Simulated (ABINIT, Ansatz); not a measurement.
**LaBiS2O (P4/nmm): bands and cutoff in G0W0 with ABINIT**

What does each rung of G0W0 on LaBiS2O (P4/nmm) cost, and what does it buy?

Calculated with ABINIT 10.8.3; PBEsol and many-body steps on it, plane waves.

**1. Starting point**

It takes space group P4/nmm (No. 129, tetragonal). The conventional cell has a = 4.055 Å, b = 4.055 Å, c = 14.173 Å, α = 90.00°, β = 90.00°, γ = 90.00°. Nearest to La lie 4 O at 2.38 Å and 4 S at 3.21 Å. Nearest to Bi lie 5 S at 2.52 to 2.88 Å. Nearest to S lie 4 Bi at 2.88 Å. Nearest to S lie 1 Bi at 2.52 Å and 4 La at 3.21 Å. Nearest to O lie 4 La at 2.38 Å. Farther neighbours and most contacts between anions are not listed.

The cell and positions are those that the Materials Project relaxed with its own functionals (PBE, PBE+U or r2SCAN), kept fixed. Spin-orbit coupling is left out unless a step names it.

**2. Empty states on the mesh, 4×4×1 mesh, 253 bands**

This step: ABINIT 10.8.3; DFT, PBEsol, plane waves, norm-conserving pseudopotentials.

The sums over transitions need many empty states on a uniform mesh; this step solves for them.

run.abi

```
acell 3*1.0 Angstrom
rprim 
  4.055497000000 0.000000000000 0.000000000000
  0.000000000000 4.055497000000 0.000000000000
  0.000000000000 0.000000000000 14.173265000000
ntypat 4
znucl 57 83 16 8
natom 10
typat 1 1 2 2 3 3 3 3 4 4
xred 
  0.500000000000 0.000000000000 0.587742000000
  0.000000000000 0.500000000000 0.412258000000
  0.000000000000 0.500000000000 0.867775000000
  0.500000000000 0.000000000000 0.132225000000
  0.500000000000 0.000000000000 0.890020000000
  0.000000000000 0.500000000000 0.109980000000
  0.000000000000 0.500000000000 0.690201000000
  0.500000000000 0.000000000000 0.309799000000
  0.000000000000 0.000000000000 0.500000000000
  0.500000000000 0.500000000000 0.500000000000
pp_dirpath "pseudos"
pseudos "La.upf, Bi.upf, S.upf, O.upf"
ecut 50
ngkpt 4 4 1
nshiftk 1
shiftk 0 0 0
kptopt 1
chksymbreak 0
iscf -2
irdden 1
istwfk *1
nband 253
nbdbuf 22
tolwfr 1e-09
nstep 60
prtvol 0
indata_prefix "in"
outdata_prefix "out"
tmpdata_prefix "tmp"
```

Started as:

```console
$ OMP_NUM_THREADS=1 mpirun -n 4 abinit run.abi > log
```

Numbers of over 12 decimals in the logs are rounded to 6 here.

The log of the run:

```text
.Version 10.8.3 of ABINIT. v10.8.2 released Aug 2026.

 Symmetries : space group P4/n m m (#129); Bravais tP (primitive tetrag.)
[... echo of the input left out ...]
== DATASET  1 ==================================================================
-   mpi_nproc: 4, omp_nthreads: 1 (-1 if OMP is not activated)

--- !DatasetInfo
iteration_state: {dtset: 1, }
dimensions: {natom: 10, nkpt: 6, mband: 253, nsppol: 1, nspinor: 1, nspden: 1, mpw: 26636, }
cutoff_energies: {ecut:  50.0, pawecutdg:  -1.0, }
[...]
1.67226    1.67536    1.68639    1.68815    1.68815    1.69399    1.69780    1.69780
   1.70026    1.70900    1.72631    1.72632    1.73033    1.73347    1.74488    1.74497
   1.75324    1.75432    1.78632    1.78701    1.79567
 prteigrs : prtvol=0 or 1, do not print more k-points.

== END DATASET(S) ==============================================================
================================================================================

 -outvars: echo values of variables after computation  --------
            nband         253
             nkpt           6
          spgroup         129
 [... the other variables as echoed above ...]

 Calculation completed.
```

The job ended after 11 min (4 MPI ranks of Arm Neoverse V2, shared host; peak memory 1.2 GiB; 45 min of CPU time).

Numbers from this step:

```
gap                                                           : 0.8512 eV
k of the valence top                                          : 0.5, 0, 0
k of the conduction bottom                                    : 0.5, 0, 0
least direct gap                                              : 0.8512 eV
k points computed                                             : 6
lowest point of the top converged band, above the valence top : 40.85 eV
```

On this mesh the gap is 0.851 eV.

The density comes from a self-consistent run that is not shown.

**3. Screening, 4×4×1 mesh, 67 bands, screening to 51.7 eV**

The RPA dielectric matrix is built and inverted for each q.

This step: RPA screening on PBEsol, plane waves, norm-conserving pseudopotentials.

run.abi: that of step 2 with these lines changed.

```diff
@@ -28,10 +28,11 @@
 chksymbreak 0
-iscf -2
-irdden 1
 istwfk *1
-nband 253
-nbdbuf 22
-tolwfr 1e-09
-nstep 60
-prtvol 0
+occopt 1
+irdwfk 1
+optdriver 3
+nband 67
+ecuteps 1.9
+inclvkb 2
+awtr 1
+symchi 1
 indata_prefix "in"
```

The log of the run:

```text
.Version 10.8.3 of ABINIT. v10.8.2 released Aug 2026.

 Symmetries : space group P4/n m m (#129); Bravais tP (primitive tetrag.)
[... echo of the input left out ...]
== DATASET  1 ==================================================================
-   mpi_nproc: 4, omp_nthreads: 1 (-1 if OMP is not activated)

--- !DatasetInfo
iteration_state: {dtset: 1, }
dimensions: {natom: 10, nkpt: 6, mband: 67, nsppol: 1, nspinor: 1, nspden: 1, mpw: 26636, }
cutoff_energies: {ecut:  50.0, pawecutdg:  -1.0, }
electrons: {nelect:   8.80000000E+01, charge:   0.00000000E+00, occopt:   1.00000000E+00, tsmear:   1.00000000E-02, }

 SCREENING: Calculation of the susceptibility and dielectric matrices

 Based on a program developped by R.W. Godby, V. Olevano, G. Onida, and L. Reining.
 Incorporated in ABINIT by V. Olevano, G.-M. Rignanese, and M. Torrent.
.Using double precision arithmetic ; gwpc =  8

[... cell and pseudopotentials left out ...]
--------------------------------------------------------------------------------

 ==== K-mesh for the wavefunctions ====
 Number of points in the irreducible wedge :     6
[... list of points left out ...]
 Together with 16 symmetry operations and time-reversal symmetry
 yields    16 points in the full Brillouin Zone.

 ==== Q-mesh for the screening function ====
 Number of points in the irreducible wedge :     6
[... list of points left out ...]
 Together with 16 symmetry operations and time-reversal symmetry
 yields    16 points in the full Brillouin Zone.

 setmesh: FFT mesh size selected  =    30x   30x  108
          total number of points  =        97200

 vcoul_init : cutoff-mode = AUXILIARY_FUNCTION
 q-points for optical limit:   1
     1)      0.000010    0.000020    0.000030

- screening: taking advantage of time-reversal symmetry
- Maximum band index for partially occupied states nbvw = 44
- Remaining bands to be divided among processors   nbcw = 23
- Number of bands treated by each node ~5

 Number of electrons calculated from density =   88.0000; Expected =   88.0000
 average of density, n =  0.055941
 r_s =    1.6220
 omega_plasma =   22.8150 [eV]

 calculating chi0 at frequencies [eV] :
  1    0.000000E+00    0.000000E+00
  2    0.000000E+00    2.281495E+01

--------------------------------------------------------------------------------
  q-point number  1        q = ( 0.000000, 0.000000, 0.000000) [r.l.u.]
--------------------------------------------------------------------------------
[... chi0 elements left out ...]
 For q-point:  0.000010 0.000020 0.000030
  dielectric constant =  24.0498
  dielectric constant without local fields =  25.8886

  Average fulfillment of the sum rule on Im[epsilon] for q-point    1 :     20.41  [%]
[... wings left out ...]
  q-point number  2        q = ( 0.250000, 0.000000, 0.000000) [r.l.u.]
--------------------------------------------------------------------------------
[... chi0 elements left out ...]
  Average fulfillment of the sum rule on Im[epsilon] for q-point    2 :     19.84  [%]

 [... 4 further q-points ...]
```

Wall time 84 s (4 MPI ranks); peak memory 4.9 GiB; 5.6 min of CPU time.

This step gave:

```
ε∞ with local fields, on this mesh, along the program's q direction : 24.05
the same without local fields                                       : 25.89
plasma frequency                                                    : 22.82 eV
plane waves in the screening matrix                                 : 205
```

Local fields lower ε∞ by 7 %. On a Γ-centred mesh this coarse the value itself is usually too large, while a short band sum pulls it down.

**4. 67 bands, 51.7 eV**

The self-energy is evaluated for the states that the input lists, and the levels follow from it, in one-shot runs by the linearised quasiparticle equation.

This step: G0W0 on PBEsol, plane waves, norm-conserving pseudopotentials.

run.abi: that of step 3 with these lines changed.

```diff
@@ -31,8 +31,17 @@
 irdwfk 1
-optdriver 3
+optdriver 4
 nband 67
+gwcalctyp 0
+ecutsigx 50
+symsigma 1
+nkptgw 2
+kptgw 
+  0.5000000000 0.0000000000 0.0000000000
+  0.0000000000 0.0000000000 0.0000000000
+bdgw 
+  43 46
+  43 46
 ecuteps 1.9
-inclvkb 2
-awtr 1
-symchi 1
+irdscr 1
+ppmodel 1
 indata_prefix "in"
```

The log of the run:

```text
.Version 10.8.3 of ABINIT. v10.8.2 released Aug 2026.

 Symmetries : space group P4/n m m (#129); Bravais tP (primitive tetrag.)
[... echo of the input left out ...]
== DATASET  1 ==================================================================
-   mpi_nproc: 4, omp_nthreads: 1 (-1 if OMP is not activated)

--- !DatasetInfo
iteration_state: {dtset: 1, }
dimensions: {natom: 10, nkpt: 6, mband: 67, nsppol: 1, nspinor: 1, nspden: 1, mpw: 26636, }
cutoff_energies: {ecut:  50.0, pawecutdg:  -1.0, }
electrons: {nelect:   8.80000000E+01, charge:   0.00000000E+00, occopt:   1.00000000E+00, tsmear:   1.00000000E-02, }

 SIGMA: Calculation of the GW corrections

 Based on a program developped by R.W. Godby, V. Olevano, G. Onida, and L. Reining.
 Incorporated in ABINIT by V. Olevano, G.-M. Rignanese, and M. Torrent.
.Using double precision arithmetic ; gwpc =  8

[... cell and pseudopotentials left out ...]
--------------------------------------------------------------------------------

 ==== K-mesh for the wavefunctions ====
 Number of points in the irreducible wedge :     6
[... list of points left out ...]
 Together with 16 symmetry operations and time-reversal symmetry
 yields    16 points in the full Brillouin Zone.

 ==== Q-mesh for screening function ====
 Number of points in the irreducible wedge :     6
[... list of points left out ...]
 Together with 16 symmetry operations and time-reversal symmetry
 yields    16 points in the full Brillouin Zone.

 vcoul_init : cutoff-mode = AUXILIARY_FUNCTION
 q-points for optical limit:   1
     1)      0.000010    0.000020    0.000030
 setmesh: FFT mesh size selected  =    50x   50x  180
          total number of points  =       450000

 Number of electrons calculated from density =   88.0000; Expected =   88.0000
 average of density, n =  0.055941
 r_s =    1.6220
 omega_plasma =   22.8150 [eV]

 === KS Band Gaps ===
  >>>> For spin  1
   Minimum direct gap =   0.8509 [eV], located at k-point      :   0.5000  0.0000  0.0000
   Fundamental gap    =   0.8509 [eV], Top of valence bands at :   0.5000  0.0000  0.0000
                                       Bottom of conduction at :   0.5000  0.0000  0.0000
 SIGMA fundamental parameters:
 PLASMON POLE MODEL  1
 number of plane-waves for SigmaX                26549
 number of plane-waves for SigmaC and W            205
 number of plane-waves for wavefunctions         26549
 number of bands                                    67
 number of independent spin polarizations            1
 number of spinorial components                      1
 number of k-points in IBZ                           6
 number of q-points in IBZ                           6
 number of symmetry operations                      16
 number of k-points in BZ                           16
 number of q-points in BZ                           16
 number of frequencies for dSigma/dE                 9
 frequency step for dSigma/dE [eV]                0.25
 number of omega for Sigma on real axis              0
 max omega for Sigma on real axis  [eV]           0.00
 zcut for avoiding poles [eV]                     0.10

 EPSILON^-1 parameters (SCR file):
 dimension of the eps^-1 matrix on file            205
 dimension of the eps^-1 matrix used               205
 number of plane-waves for wavefunctions         26549
 number of bands                                    67
 number of q-points in IBZ                           6
 number of frequencies                               2
 number of real frequencies                          1
 number of imag frequencies                          1

 matrix elements of self-energy operator (all in [eV])

 Perturbative Calculation

--- !SelfEnergy_ee
iteration_state: {dtset: 1, }
kpoint     : [   0.500,    0.000,    0.000, ]
spin       : 1
KS_gap     :    0.851
QP_gap     :    1.093
Delta_QP_KS:    0.242
data: !SigmaeeData |
     Band     E0 <VxcDFT>   SigX SigC(E0)      Z dSigC/dE  Sig(E)    E-E0       E
       43   4.386 -13.203 -14.865   2.686   0.768  -0.302 -12.417   0.786   5.173
       44   4.386 -13.203 -14.865   2.686   0.768  -0.302 -12.417   0.786   5.173
       45   5.237 -11.361  -8.791  -1.270   0.791  -0.264 -10.332   1.028   6.266
       46   5.237 -11.361  -8.791  -1.270   0.791  -0.264 -10.332   1.028   6.266

--- !SelfEnergy_ee
iteration_state: {dtset: 1, }
kpoint     : [   0.000,    0.000,    0.000, ]
spin       : 1
KS_gap     :    3.422
QP_gap     :    6.341
Delta_QP_KS:    2.919
data: !SigmaeeData |
     Band     E0 <VxcDFT>   SigX SigC(E0)      Z dSigC/dE  Sig(E)    E-E0       E
       43   4.372 -14.620 -18.122   3.766   0.753  -0.328 -14.421   0.199   4.571
       44   4.372 -14.620 -18.122   3.766   0.753  -0.328 -14.421   0.199   4.571
       45   7.794 -11.741  -4.681  -3.053   0.778  -0.285  -8.623   3.118  10.912
       46   8.068 -12.287  -8.035  -2.022   0.786  -0.272 -10.534   1.753   9.821

== END DATASET(S) ==============================================================
================================================================================

 -outvars: echo values of variables after computation  --------
           etotal      0.0000000000E+00
            nband          67
             nkpt           6
          spgroup         129
 [... the other variables as echoed above ...]

 Calculation completed.
```

Elapsed: 16 s, on 4 MPI ranks; peak memory 3.2 GiB; 62 s of CPU time.

This step gave:

* G0W0 gap on the points computed: 1.093 eV
* starting gap on the mesh: 0.8512 eV
* k of the valence top: 0.5, 0, 0
* k of the conduction bottom: 0.5, 0, 0
* Z at the valence top: 0.768
* Z at the conduction bottom: 0.791
* least direct G0W0 gap on the computed points: 1.093 eV

The gap on the mesh goes from 0.85 eV to 1.09 eV, a correction of +0.24 eV.

**5. Screening, 4×4×1 mesh, 120 bands, screening to 98 eV**

This step: RPA screening on PBEsol, plane waves, norm-conserving pseudopotentials.

run.abi: that of step 4 with these lines changed.

```diff
@@ -31,17 +31,8 @@
 irdwfk 1
-optdriver 4
-nband 67
-gwcalctyp 0
-ecutsigx 50
-symsigma 1
-nkptgw 2
-kptgw 
-  0.5000000000 0.0000000000 0.0000000000
-  0.0000000000 0.0000000000 0.0000000000
-bdgw 
-  43 46
-  43 46
-ecuteps 1.9
-irdscr 1
-ppmodel 1
+optdriver 3
+nband 120
+ecuteps 3.6
+inclvkb 2
+awtr 1
+symchi 1
 indata_prefix "in"
```

The log of the run:

```text
.Version 10.8.3 of ABINIT. v10.8.2 released Aug 2026.

 Symmetries : space group P4/n m m (#129); Bravais tP (primitive tetrag.)
[... echo of the input left out ...]
== DATASET  1 ==================================================================
-   mpi_nproc: 4, omp_nthreads: 1 (-1 if OMP is not activated)

--- !DatasetInfo
iteration_state: {dtset: 1, }
dimensions: {natom: 10, nkpt: 6, mband: 120, nsppol: 1, nspinor: 1, nspden: 1, mpw: 26636, }
cutoff_energies: {ecut:  50.0, pawecutdg:  -1.0, }
electrons: {nelect:   8.80000000E+01, charge:   0.00000000E+00, occopt:   1.00000000E+00, tsmear:   1.00000000E-02, }

 SCREENING: Calculation of the susceptibility and dielectric matrices

 Based on a program developped by R.W. Godby, V. Olevano, G. Onida, and L. Reining.
 Incorporated in ABINIT by V. Olevano, G.-M. Rignanese, and M. Torrent.
.Using double precision arithmetic ; gwpc =  8

[... cell and pseudopotentials left out ...]
--------------------------------------------------------------------------------

 ==== K-mesh for the wavefunctions ====
 Number of points in the irreducible wedge :     6
[... list of points left out ...]
 Together with 16 symmetry operations and time-reversal symmetry
 yields    16 points in the full Brillouin Zone.

 ==== Q-mesh for the screening function ====
 Number of points in the irreducible wedge :     6
[... list of points left out ...]
 Together with 16 symmetry operations and time-reversal symmetry
 yields    16 points in the full Brillouin Zone.

 setmesh: FFT mesh size selected  =    32x   32x  120
          total number of points  =       122880

 vcoul_init : cutoff-mode = AUXILIARY_FUNCTION
 q-points for optical limit:   1
     1)      0.000010    0.000020    0.000030

- screening: taking advantage of time-reversal symmetry
- Maximum band index for partially occupied states nbvw = 44
- Remaining bands to be divided among processors   nbcw = 76
- Number of bands treated by each node ~19

 Number of electrons calculated from density =   88.0000; Expected =   88.0000
 average of density, n =  0.055941
 r_s =    1.6220
 omega_plasma =   22.8150 [eV]

 calculating chi0 at frequencies [eV] :
  1    0.000000E+00    0.000000E+00
  2    0.000000E+00    2.281495E+01

--------------------------------------------------------------------------------
  q-point number  1        q = ( 0.000000, 0.000000, 0.000000) [r.l.u.]
--------------------------------------------------------------------------------
[... chi0 elements left out ...]
 For q-point:  0.000010 0.000020 0.000030
  dielectric constant =  25.0113
  dielectric constant without local fields =  27.3983

  Average fulfillment of the sum rule on Im[epsilon] for q-point    1 :     51.33  [%]
[... wings left out ...]
  q-point number  2        q = ( 0.250000, 0.000000, 0.000000) [r.l.u.]
--------------------------------------------------------------------------------
[... chi0 elements left out ...]
  Average fulfillment of the sum rule on Im[epsilon] for q-point    2 :     53.17  [%]

 [... 4 further q-points ...]
```

The job ended after 4.8 min (4 MPI ranks; peak memory 6 GiB).

Numbers from this step:

| Quantity | Value |
| --- | --- |
| ε∞ with local fields, on this mesh, along the program's q direction | 25.01 |
| the same without local fields | 27.40 |
| plasma frequency | 22.82 eV |
| plane waves in the screening matrix | 523 |

[end of part 1 of 2]

[Paths, hosts, dates, memory and timing lines, banners, echoed tables and standing remarks are left out of the program output.]

[Logs are printed without paths, hosts, clocks, repeated set-up lines and the standing remarks that a program may print on its own settings, such as how far it seeks lower states.]

[Runs of the session that timed out or met a known fault of the program may be left out.]

[Hosts, paths, dates, database ids (printed as entryN), source tags and the programs' standing remarks are cut or masked in the printed files.]

[G0W0 gaps are taken among the corrected bands and points alone; a level outside them can change the order at an edge.]

[Where Ansatz stands beside ABINIT at settings called matched, ABINIT's density can come from a denser mesh and the files from another edition; pairs whose starting gaps differed by over 0.03 eV were left out, so agreement reads better than it is.]
